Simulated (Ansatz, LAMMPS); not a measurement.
# Convergence of a linear-scaling basis for Zn40S29Se11 with crystalline order left by the classical run (80 atoms), part 2 of 2

Aim: test how closely localised support functions follow the reference on Zn40S29Se11 with crystalline order left by the classical run (80 atoms), and at what cost. A setting counts as converged where the r.m.s. difference of forces stays under 1 % of the r.m.s. force.

Ansatz 0.2.0; Kohn-Sham DFT, PBE, PAW (set soft_2), plane waves.

The cell: 40 Zn, 29 S and 11 Se. The quench rate of 4 K/ps far exceeds what a furnace or splat quench reaches. The network of bonds at the start is that of the classical potential that made the cell. Sampling is at Γ alone, for a cell whose shortest periodic width is 12 Å.

So far. Step 4 (Support functions low): Forces differ from the reference by 0.52 meV/Å r.m.s., 0.18 % of their size, well within a tolerance of 1 %; the energy by -1.8 meV/atom. It took 2.2 min and 16 cycles; the reference's time can't be set against it, since the two runs asked for unlike analyses.

### 5. Support functions medium, spacing 0.45 Å

The grid spacing sets how fine a wave the support functions can hold.

This step: Kohn-Sham DFT, PBE, PAW (set soft_2), localised support functions (medium) (Ansatz 0.2.0).

Contents of input.yaml:

```yaml
crystal:
  lattice:
    - [11.8432, 0.0, 0.0]
    - [0.0, 11.8432, 0.0]
    - [0.0, 0.0, 11.8432]
  atoms:
    [... the 80 atom lines of step 3 ...]
kpoints:
  mp_grid: { grid: [1, 1, 1] }
hamiltonian:
  xc: pbe
scf:
  occupations: { method: gaussian, width: 0.05 }
  eigensolver: { kind: { support_functions: { accuracy: medium, spacing: 0.45 } } }
  max_iter: 150
output:
  forces: true
  eigenvalues: true
```

The run is started by

```
> ansatz run input.yaml --threads 4 --pin off --max-ram 8192MiB --backend cpu --events-out ev --progress --plain --runs-dir out
```

Numbers of over 12 decimals in the logs are rounded to 6 here.

The log of the run:

```text
[...]
Crystal: 80 atoms, lattice volume = 1661.144 Å³
Basis set: ecut = 420 eV, 32423 PW (Γ), exchange–correlation on 160×160×160 points (8 copies of the dense FFT grid, shifted against one another)
Bands: 498, of which v1, the nominal top of the filled ones, is band 415 counted from 1 (414 counted from 0)
Symmetry: 1 space group operations
k-points: 1
[...]
SCF iter   1: F=—  HF=-218994.234685 eV  |F-HF|=—  |Δ(HF+E_count)|=         —  Δρ=4.56e-2  dr2=3.95e1  ethr=1.00e-1
[...]
SCF iter  12: F=-219030.619516 eV  HF=-219030.619516 eV  |F-HF|=2.53e-7  |Δ(HF+E_count)|=   7.84e-7  Δρ=7.33e-6  dr2=7.38e-7  ethr=3.61e-10
SCF 1 converged in 12 iterations: F = -219030.688773 eV  dr2 = 7.38e-7
[...]
SCF converged after 12 iterations
[...]
Free energy (F): -219030.688773 eV
[...]
Internal energy: -219030.688773 eV  (E = F + TS)
E sigma→0 (E₀):  -219030.688773 eV
Fermi energy:    6.781168 eV
[...]
--- Forces (eV/Å), atoms counted from 1 ---
  atom   1  Zn     1.60937232    -1.50696534    -0.80805736
  atom   2  Zn     0.03992879    -0.75790732     0.63893613
  atom   3  Zn     1.43717198    -1.31083415     1.30855426
  atom   4  Zn     0.52720906     1.62225691     0.72999125
  atom   5  Zn     1.59399919     0.55187142     0.24001736
  atom   6  Zn     1.25274917    -1.73855650     2.04849417
  atom   7  Zn    -1.37148875    -0.90099263    -0.61245932
  atom   8  Zn    -1.46377622     1.53003327     1.16660106
  atom   9  Zn    -0.52126247     1.58440169    -1.33321680
  atom  10  Zn     1.65075679    -0.51706550     1.71433412
  atom  11  Zn     0.98890466    -0.38463318     1.40613462
  atom  12  Zn     0.27017058     1.00203381    -1.47404549
  atom  13  Zn     0.86905689    -0.12157620     1.27557291
  atom  14  Zn     1.21972531     1.69626703     1.30727550
[...]
atom  79  Se    -0.15081594    -0.23787059    -0.46980060
  atom  80  Se    -0.19192774    -0.29486893     0.67030718
  max |Σ_I F_I| component: 2.48e1 eV/Å
--- Band table (eV) ---
[...]
```

Elapsed: 56 s, on 4 threads of Arm Neoverse V2, shared host; peak memory 2.3 GiB.

The program notes that the forces don't sum to zero within tolerance and the grid leaves an egg-box force.

Forces differ from the reference by 809 meV/Å r.m.s., 275 % of their size, far over a tolerance of 1 %; the energy by +1365 meV/atom and the gap by +0.094 eV. It took 56 s and 12 cycles; the reference's time can't be set against it, since the two runs asked for unlike analyses. The setting is coarser than the default on purpose.

### 6. Support functions medium, spacing 0.375 Å

The grid spacing sets how fine a wave the support functions can hold.

input.yaml, the sections that differ from step 5:

```yaml
scf:
  occupations: { method: gaussian, width: 0.05 }
  eigensolver: { kind: { support_functions: { accuracy: medium, spacing: 0.375 } } }
  max_iter: 150
# crystal, kpoints, hamiltonian, output: as in step 5
```

The log of the run:

```text
[...]
Crystal: 80 atoms, lattice volume = 1661.144 Å³
Basis set: ecut = 420 eV, 32423 PW (Γ), exchange–correlation on 160×160×160 points (8 copies of the dense FFT grid, shifted against one another)
Bands: 498, of which v1, the nominal top of the filled ones, is band 415 counted from 1 (414 counted from 0)
Symmetry: 1 space group operations
k-points: 1
[...]
SCF iter   1: F=—  HF=-219083.071499 eV  |F-HF|=—  |Δ(HF+E_count)|=         —  Δρ=5.83e-2  dr2=4.97e1  ethr=1.00e-1
[...]
SCF iter  16: F=-219138.800044 eV  HF=-219138.800044 eV  |F-HF|=3.13e-8  |Δ(HF+E_count)|=   1.79e-6  Δρ=3.07e-6  dr2=2.12e-7  ethr=3.34e-10
SCF 1 converged in 16 iterations: F = -219138.857246 eV  dr2 = 2.12e-7
[...]
SCF converged after 16 iterations
[...]
Free energy (F): -219138.857246 eV
[...]
Internal energy: -219138.857246 eV  (E = F + TS)
E sigma→0 (E₀):  -219138.857246 eV
Fermi energy:    6.907226 eV
[...]
--- Forces (eV/Å), atoms counted from 1 ---
  atom   1  Zn     0.32004444    -0.08251750    -0.00885581
  atom   2  Zn    -0.14115862     0.79570688     0.12364564
  atom   3  Zn     0.18515080     0.08764165     0.25607943
  atom   4  Zn    -0.13069794     0.34376203    -0.10746803
  atom   5  Zn     0.30341778     0.15596016    -0.03981011
  atom   6  Zn     0.14942130    -0.28752587     0.36870229
  atom   7  Zn    -0.48163908     0.02252933    -0.27765600
  atom   8  Zn    -0.00030376    -0.08205385    -0.29475571
  atom   9  Zn     0.17336736     0.10950985     0.35718222
  atom  10  Zn    -0.05745013     0.14632919     0.06047851
  atom  11  Zn     0.22854419     0.16483563    -0.03676133
  atom  12  Zn     0.01604761    -0.22729276    -0.12389768
  atom  13  Zn     0.01059910    -0.25006165    -0.01011685
  atom  14  Zn    -0.06439820     0.13010969     0.21457216
[...]
atom  79  Se    -0.37001978    -0.08941245    -0.29385885
  atom  80  Se     0.05756700     0.10541930     0.20290853
  max |Σ_I F_I| component: 5.64e-2 eV/Å
--- Band table (eV) ---
[...]
```

It took 86 s on 4 threads; peak memory 2.4 GiB; 5.5 min of CPU time.

Forces differ from the reference by 4.7 meV/Å r.m.s., 1.6 % of their size, over a tolerance of 1 %; the energy by +13 meV/atom. It took 86 s and 16 cycles; the reference's time can't be set against it, since the two runs asked for unlike analyses. The setting is coarser than the default on purpose.

### 7. Support functions medium, spacing 0.325 Å

The grid spacing sets how fine a wave the support functions can hold.

input.yaml, the sections that differ from step 6:

```yaml
scf:
  occupations: { method: gaussian, width: 0.05 }
  eigensolver: { kind: { support_functions: { accuracy: medium, spacing: 0.325 } } }
  max_iter: 150
# crystal, kpoints, hamiltonian, output: as in step 6
```

The log of the run:

```text
[...]
Crystal: 80 atoms, lattice volume = 1661.144 Å³
Basis set: ecut = 420 eV, 32423 PW (Γ), exchange–correlation on 160×160×160 points (8 copies of the dense FFT grid, shifted against one another)
Bands: 498, of which v1, the nominal top of the filled ones, is band 415 counted from 1 (414 counted from 0)
Symmetry: 1 space group operations
k-points: 1
[...]
SCF iter   1: F=—  HF=-219086.614647 eV  |F-HF|=—  |Δ(HF+E_count)|=         —  Δρ=5.84e-2  dr2=5.00e1  ethr=1.00e-1
[...]
SCF iter  20: F=-219140.051886 eV  HF=-219140.051886 eV  |F-HF|=2.33e-7  |Δ(HF+E_count)|=   1.97e-3  Δρ=3.36e-6  dr2=1.42e-7  ethr=5.08e-10
SCF 1 converged in 20 iterations: F = -219140.114862 eV  dr2 = 1.42e-7
[...]
SCF converged after 20 iterations
[...]
Free energy (F): -219140.114862 eV
[...]
Internal energy: -219140.114862 eV  (E = F + TS)
E sigma→0 (E₀):  -219140.114862 eV
Fermi energy:    6.908760 eV
[...]
--- Forces (eV/Å), atoms counted from 1 ---
  atom   1  Zn     0.31472300    -0.07100194    -0.00132502
  atom   2  Zn    -0.14877437     0.80405505     0.13153812
  atom   3  Zn     0.18614123     0.08505896     0.25971099
  atom   4  Zn    -0.13568940     0.33308999    -0.10572721
  atom   5  Zn     0.29968191     0.15147495    -0.03305230
  atom   6  Zn     0.13285774    -0.29170754     0.37504429
  atom   7  Zn    -0.47690381     0.01199124    -0.28660024
  atom   8  Zn    -0.01278670    -0.07515124    -0.28910524
  atom   9  Zn     0.16674101     0.11572588     0.35864436
  atom  10  Zn    -0.05907995     0.14627732     0.05254429
  atom  11  Zn     0.23092830     0.16734892    -0.04204150
  atom  12  Zn     0.02556836    -0.22808291    -0.12246479
  atom  13  Zn     0.01244383    -0.24401259    -0.01336108
  atom  14  Zn    -0.06305856     0.12554564     0.22702129
[...]
atom  79  Se    -0.36978997    -0.09192893    -0.30129649
  atom  80  Se     0.05961720     0.10622756     0.20627975
  max |Σ_I F_I| component: 1.18e-2 eV/Å
--- Band table (eV) ---
[...]
```

Wall time 2.6 min (4 threads); peak memory 3.2 GiB.

Forces differ from the reference by 1.2 meV/Å r.m.s., 0.41 % of their size, within a tolerance of 1 %; the energy by -2.6 meV/atom. It took 2.6 min and 20 cycles; the reference's time can't be set against it, since the two runs asked for unlike analyses. The setting is coarser than the default on purpose.

### 8. Cost against change

Differences are against the plane-wave reference (Kohn-Sham DFT, PBE, PAW (set soft_2), plane waves), whose r.m.s. force component is 0.294 eV/Å. Energies are set beside the reference only for runs with its functional, potentials and electron count. Times are for 4 threads of Arm Neoverse V2, shared host. The reference's time includes the DOS, the stress and grids, which some other runs skip.

| run | Δ force, r.m.s. (meV/Å) | share of r.m.s. force (%) | Δ energy (meV/atom) | Δ gap (eV) | cycles | time | host memory (GiB) |
| --- | --- | --- | --- | --- | --- | --- | --- |
| reference | - | - | - | - | 9 | 39 s | 2.4 |
| support functions low | 0.515 | 0.175 | -1.81 | 0.0011 | 16 | 2.2 min | 3.7 |
| support functions medium, spacing 0.45 Å | 809 | 275 | 1365 | 0.0938 | 12 | 56 s | 2.3 |
| support functions medium, spacing 0.375 Å | 4.72 | 1.61 | 13.1 | -1.0e-4 | 16 | 86 s | 2.4 |
| support functions medium, spacing 0.325 Å | 1.20 | 0.410 | -2.62 | 0.0013 | 20 | 2.6 min | 3.2 |

### 9. The reference in detail

With the settings judged, the reference run is read for its physics.

Length of the force by element:

| element | coordination | atoms | mean length of the force (eV/Å) | spread | least | most |
| --- | --- | --- | --- | --- | --- | --- |
| S | all | 29 | 0.542 | 0.176 | 0.221 | 0.928 |
| Se | all | 11 | 0.594 | 0.232 | 0.226 | 0.898 |
| Zn | all | 40 | 0.374 | 0.175 | 0.0337 | 0.826 |

Löwdin charges by element (they lack the spilled electrons, 0.097 e an atom on average):

| element | coordination | atoms | mean charge (e) | spread | least | most |
| --- | --- | --- | --- | --- | --- | --- |
| S | all | 29 | -1.07 | 0.0046 | -1.08 | -1.07 |
| Se | all | 11 | -1.05 | 0.0053 | -1.06 | -1.04 |
| Zn | all | 40 | 1.26 | 0.0108 | 1.24 | 1.29 |

Density of states as counts of states in windows of 1 eV (from the Fermi level), total and the larger projections:

| from (eV) | to (eV) | total | Zn d | S p | Se p | Zn s | S s |
| --- | --- | --- | --- | --- | --- | --- | --- |
| -14 | -13 | 49.2 | 1.4 | 0.2 | 0.1 | 6.6 | 29.4 |
| -13 | -12 | 29.5 | 1.3 | 0.0 | 0.0 | 1.0 | 19.4 |
| -12 | -8 | 0.0 | 0.0 | 0.0 | 0.0 | 0.0 | 0.0 |
| -8 | -7 | 187.7 | 168.9 | 13.2 | 3.3 | 2.0 | 0.1 |
| -7 | -6 | 212.6 | 204.8 | 3.0 | 1.5 | 1.6 | 1.1 |
| -6 | -5 | 54.2 | 7.7 | 23.2 | 7.8 | 13.1 | 1.3 |
| -5 | -4 | 20.8 | 2.7 | 11.0 | 3.2 | 2.3 | 0.8 |
| -4 | -3 | 41.2 | 3.6 | 25.9 | 7.3 | 1.8 | 0.9 |
| -3 | -2 | 81.1 | 5.8 | 52.5 | 17.8 | 1.4 | 0.3 |
| -2 | -1 | 38.4 | 2.6 | 20.0 | 14.3 | 0.2 | 0.1 |
| -1 | 0 | 4.0 | 0.3 | 2.2 | 1.4 | 0.0 | 0.0 |
| 0 | 1 | 2.0 | 0.0 | 0.0 | 0.0 | 1.3 | 0.5 |
| 1 | 2 | 0.1 | 0.0 | 0.0 | 0.0 | 0.0 | 0.0 |
| 2 | 3 | 36.2 | 0.1 | 5.3 | 1.8 | 14.2 | 1.4 |
| 3 | 4 | 40.1 | 0.1 | 5.3 | 2.2 | 13.5 | 1.3 |
| 4 | 5 | 41.7 | 0.1 | 4.1 | 1.8 | 7.9 | 0.2 |

Between -26 and -14 eV lie 1 more states.

The stored curve holds about 720 of the 830 electrons; the rest, give or take the few that broadening carries across the Fermi level, lie in deeper levels below its range.

The levels nearest the highest filled one (over half full), pooled over k-points and spins:

| level less the highest filled one (eV) | occupation |
| --- | --- |
| -0.547 | 2 |
| -0.542 | 2 |
| -0.511 | 2 |
| -0.460 | 2 |
| -0.0082 | 2 |
| 0 | 2 |
| 1.52 | 0 |
| 2.87 | 0 |
| 2.91 | 0 |
| 3.26 | 0 |
| 3.33 | 0 |
| 3.40 | 0 |

Valence density in the ac plane at fractional y = 0.115, with atoms of S and Se within 0.2 Å of it. It is the smooth field of the valence electrons, not physical close to the nuclei.

Ten steps, logarithmic in the rise over the least value, from '0' (0 e/Å³) to '9' (31 e/Å³), each cell a mean:
```
000000000012323210001134321000000
000000000001222100001369741000000
211000000000111000001369741000011
332100000000000000001134321000122
123200000111100000000011100000123
332100012232210000000000000000123
221000012223210000001100000000012
100000012323210001122210000000000
000000011222100001368621000000000
000000000111000002489731000011111
000000000000000001245421000123322
100000111000000000112110001232232
100012232110000000000000000133332
000013223210000000000000000112211
000013223210001122210000000000000
000012222100001233321000000000000
000001111000012322321000011211000
000000000000001233211000123332100
000111000000000111100000232132100
012222100000000000000000123332100
123223210000000000000000012211000
123223210000111100000000000000000
012322100012233210000000000000000
001111000012223210000011110000000
```
Columns run along a (11.8 Å), rows up along c (11.8 Å). Atoms in or near the plane, at fractional coordinates: S at (0.40, 0.00), S at (0.01, 0.80), S at (0.51, 0.31), S at (0.82, 0.22), S at (0.11, 0.11), S at (0.90, 0.51), S at (0.31, 0.71), S at (0.21, 0.41), Se at (0.61, 0.60), Se at (0.71, 0.91).

Electrostatic potential energy in the ac plane at fractional y = 0.115, with atoms of S and Se within 0.2 Å of it. With pseudopotentials it is smooth inside the atoms' cores, unlike the true potential.

Ten even steps from '0' (-30 eV) to '9' (11 eV), each cell a mean:
```
999999999984000489999754568999999
999999999998656899998457647999999
888999999999999999998456647999998
125899999999999999999754568999973
101799999988999999999998999999950
004899997324799999999999999999961
678999982010489999999999999999997
999999983000589999865689999999999
999999998646899997456558999999999
999999999999999997467648999998889
999999999999999998545469999841138
999999989999999999877899999710105
999997335899999999999999999830027
999982010599999999999999999986679
999983000599999866799999999999999
999997446899998300279999999999999
999999999999997101059999998789999
999999999999998511379999851137999
999988999999999988999999720105899
987457999999999999999999840016999
961001799999999999999999987789999
960001799999988999999999999999999
985336899997323799999999999999999
999889999983010389999998899999999
```
Columns run along a (11.8 Å; values clipped at the 3rd and 97th percentile), rows up along c (11.8 Å). Atoms in or near the plane, at fractional coordinates: S at (0.40, 0.00), S at (0.01, 0.80), S at (0.51, 0.31), S at (0.82, 0.22), S at (0.11, 0.11), S at (0.90, 0.51), S at (0.31, 0.71), S at (0.21, 0.41), Se at (0.61, 0.60), Se at (0.71, 0.91).

Mean Löwdin charges: S -1.07, Se -1.05, Zn +1.26 e (they miss 0.94 % of the electrons, so they add up to more than the cell's charge).

### 10. Distances and neighbours

Bonds and neighbours are counted at the geometry of the runs.

Density 4.41 g/cm³, 20.76 Å³ an atom.

Pair distribution functions g(r), in bins of 0.2 Å:

| r (Å) | total | Zn-Zn | Zn-S | Zn-Se | S-S | S-Se | Se-Se |
| --- | --- | --- | --- | --- | --- | --- | --- |
| 2.20 | 0.20 | 0.00 | 0.55 | 0.00 | 0.00 | 0.00 | 0.00 |
| 2.40 | 5.41 | 0.00 | 11.26 | 9.65 | 0.00 | 0.00 | 0.00 |
| 2.60 | 0.19 | 0.00 | 0.00 | 1.41 | 0.00 | 0.00 | 0.00 |
| 2.80 | 0.00 | 0.00 | 0.00 | 0.00 | 0.00 | 0.00 | 0.00 |
| 3.00 | 0.00 | 0.00 | 0.00 | 0.00 | 0.00 | 0.00 | 0.00 |
| 3.20 | 0.00 | 0.00 | 0.00 | 0.00 | 0.00 | 0.00 | 0.00 |
| 3.40 | 0.00 | 0.00 | 0.00 | 0.00 | 0.00 | 0.00 | 0.00 |
| 3.60 | 0.83 | 1.64 | 0.00 | 0.00 | 2.24 | 1.25 | 0.00 |
| 3.80 | 2.39 | 4.89 | 0.00 | 0.00 | 4.34 | 4.69 | 6.71 |
| 4.00 | 3.00 | 5.67 | 0.00 | 0.00 | 6.62 | 5.95 | 6.09 |
| 4.20 | 0.64 | 0.87 | 0.60 | 0.66 | 0.09 | 0.84 | 0.64 |
| 4.40 | 2.06 | 0.04 | 4.32 | 3.54 | 0.00 | 0.00 | 0.00 |
| 4.60 | 1.14 | 0.00 | 2.15 | 2.67 | 0.00 | 0.00 | 0.00 |
| 4.80 | 0.99 | 0.00 | 2.02 | 1.89 | 0.00 | 0.00 | 0.00 |
| 5.00 | 0.30 | 0.10 | 0.49 | 0.73 | 0.00 | 0.00 | 0.00 |
| 5.20 | 0.59 | 1.06 | 0.00 | 0.00 | 1.32 | 1.21 | 1.60 |
| 5.40 | 0.53 | 1.14 | 0.00 | 0.00 | 0.92 | 1.16 | 0.39 |
| 5.60 | 0.18 | 0.08 | 0.29 | 0.23 | 0.05 | 0.14 | 0.00 |
| 5.80 | 0.85 | 0.32 | 1.43 | 1.16 | 0.41 | 0.30 | 0.64 |

Bonds by pair of elements; cutoffs follow the first minimum of g(r), held within bounds set by covalent radii, and pairs that aren't listed don't count as bonded:

| pair A-B | cutoff (Å) | bonds | mean length (Å) | spread (Å) | shortest (Å) | B about A | A about B |
| --- | --- | --- | --- | --- | --- | --- | --- |
| Zn-S | 2.83 | 116 | 2.37 | 0.042 | 2.27 | 2.9 | 4 |
| Zn-Se | 2.93 | 44 | 2.45 | 0.045 | 2.35 | 1.1 | 4 |

How many atoms have how many bonded neighbours:

| element | mean | 4 |
| --- | --- | --- |
| S | 4 | 29 |
| Se | 4 | 11 |
| Zn | 4 | 40 |

Rings of the network by King's shortest-path rule, up to 12 atoms, one path for each pair of neighbours; H, halogens, alkali and alkaline-earth atoms are left out, and the last column divides by all other atoms, bonded or not:

| ring size (atoms) | rings | per network atom |
| --- | --- | --- |
| 6 | 160 | 2 |

For some of the pairs, g(r) has its first main peak near 3.9 Å (Zn-Zn), 2.4 Å (Zn-S), 2.4 Å (Zn-Se), 3.9 Å (S-S), 4.0 Å (S-Se) and 3.9 Å (Se-Se). Counting bonds as in the table, all S atoms have 4, all Se atoms have 4 and all Zn atoms have 4 bonded neighbours. All rings counted have 6 atoms.

A closer look about S59, which bears the longest force: 8 atoms, nearest first, numbered in the order of the input, with positions taken from that point.

| atom | x | y | z | distance (Å) | bonds | Löwdin charge (e) | Fx | Fy | Fz (eV/Å) |
| --- | --- | --- | --- | --- | --- | --- | --- | --- | --- |
| S59 | 0.00 | 0.00 | 0.00 | 0.00 | 4 | -1.08 | 0.47 | -0.66 | -0.44 |
| Zn23 | -1.79 | 1.38 | 0.53 | 2.32 | 4 | 1.27 | -0.19 | -0.34 | 0.19 |
| Zn37 | 1.84 | 1.28 | -0.78 | 2.38 | 4 | 1.27 | -0.27 | 0.23 | 0.22 |
| Zn5 | 0.67 | -1.56 | 1.69 | 2.40 | 4 | 1.26 | 0.30 | 0.15 | -0.03 |
| Zn29 | -0.52 | -1.62 | -1.75 | 2.43 | 4 | 1.26 | 0.11 | 0.40 | -0.01 |
| S46 | -1.03 | -0.09 | -3.56 | 3.71 | 4 | -1.07 | 0.04 | 0.20 | 0.23 |
| S49 | -3.56 | -0.14 | 1.16 | 3.75 | 4 | -1.07 | 0.18 | 0.50 | -0.46 |
| S44 | -2.17 | 2.83 | -1.20 | 3.77 | 4 | -1.07 | -0.31 | 0.54 | -0.23 |

The column of bonds counts only the pairs Zn-S within 2.83 Å, Zn-Se within 2.93 Å; other neighbours, such as metal atoms beside each other in a compound, aren't counted, and periodic images can show an atom twice.

### 11. Outcome

```
free energy per atom                             : -2739.2488 eV/atom
pressure                                         : 0.7298 GPa
r.m.s. force component                           : 0.2937 eV/Å
gap (highest filled to lowest empty level) : 1.524 eV
wall time of the 5 DFT runs                      : 7.8 min
```

In words: Against plane waves at 420 eV, the forces differ by 0.52 meV/Å (0.18 %) with support functions low. At 80 atoms the run with support functions low takes roughly 3.4 times the time of plane waves (whose run also made extra analyses, so the like-for-like ratio is larger), in 16 SCF cycles against 9. Differences between support functions and plane waves include what basis error the plane-wave run still has. As the typed spacing goes from 0.325 to 0.45 Å, the force difference goes from 1.2 to 809 meV/Å, and the time from 2.6 min to 56 s.

Between filled and empty levels lie 1.52 eV (at Γ alone); a semilocal functional tends to put such gaps too low. In a disordered cell it changes from sample to sample, and tail or defect levels can set it. Counting bonds as in the table, all S atoms have 4, all Se atoms have 4 and all Zn atoms have 4 bonded neighbours.

**Limits.** The force components of 0.29 eV/Å r.m.s. reflect the temperature of the frame as well as the gap between the generating potential and DFT. The stress is far from hydrostatic: its diagonal is 2.7, -2.9, 2.4 GPa, compression counted positive. The pressure of a single frame lacks the kinetic term.

[Logs are printed without paths, hosts, clocks, repeated set-up lines and the standing remarks that a program may print on its own settings, such as how far it seeks lower states.]

[Hosts, paths, dates, database ids (printed as entryN), source tags and the programs' standing remarks are cut or masked in the printed files.]
